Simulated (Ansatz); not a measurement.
The compound is Rb2WBr6 (started from the K2PtCl6 type) (Fm-3m).

The structure was built from a prototype and need not be the compound's stable phase.

```cif
data_structure
_symmetry_space_group_name_H-M 'P 1'
_symmetry_Int_Tables_number 1
_cell_length_a 7.1130
_cell_length_b 7.1130
_cell_length_c 7.1130
_cell_angle_alpha 60.000
_cell_angle_beta 60.000
_cell_angle_gamma 60.000
_cell_volume 254.47
loop_
_atom_site_label
_atom_site_type_symbol
_atom_site_fract_x
_atom_site_fract_y
_atom_site_fract_z
_atom_site_occupancy
Rb1 Rb 0.25000 0.25000 0.25000 1
Rb2 Rb 0.75000 0.75000 0.75000 1
W3 W 0.00000 0.00000 0.00000 1
Br4 Br 0.24784 0.24784 0.75216 1
Br5 Br 0.75216 0.75216 0.24784 1
Br6 Br 0.24784 0.75216 0.24784 1
Br7 Br 0.75216 0.24784 0.75216 1
Br8 Br 0.75216 0.24784 0.24784 1
Br9 Br 0.24784 0.75216 0.75216 1
```

The structure was relaxed with LDA. The structure type comes from a generator and need not be one that this composition takes. The structure was generated from a model, not taken from a measurement. The runs that relaxed it are not among those shown. The program's search for lower electronic states was switched off, so nothing shows that the state found is the lowest. Spin-orbit coupling is left out unless a run names it. PAW set soft_2, made with PBE.

A constrained-RPA run (Ansatz 0.2.0; non-magnetic LDA; W t2g + anion p, bands v19 to c2, 2×2×2 mesh, medium accuracy) builds 21 functions on bands 7.3 eV wide, with 38.0 electrons in the window. The bare on-site interaction is 12.5 eV and the bare J 0.51 eV.

Q: Estimate U, U′ and J.

On the W t2g shell, U = 4.12 eV (33 % of the bare value), U′ = 3.34 eV, J = 0.37 eV.

The parent state is non-magnetic and the interaction static (zero frequency); U depends on the window and the orbitals, so it belongs to this model alone. Spin-orbit coupling, which is strong for atoms this heavy, is left out. A window that holds the anion p bands defines a model with explicit ligands; its U belongs to that model and is not the U of DFT+U. Coarse meshes can leave U off its limit, most where the target bands are metallic.

[Paths, hosts, dates, memory and timing lines, banners, echoed tables and standing remarks are left out of the program output.]

[Logs are printed without paths, hosts, clocks, repeated set-up lines and the standing remarks that a program may print on its own settings, such as how far it seeks lower states.]

[Runs of the session that timed out or met a known fault of the program may be left out.]

[Hosts, paths, dates, database ids (printed as entryN), source tags and the programs' standing remarks are cut or masked in the printed files.]
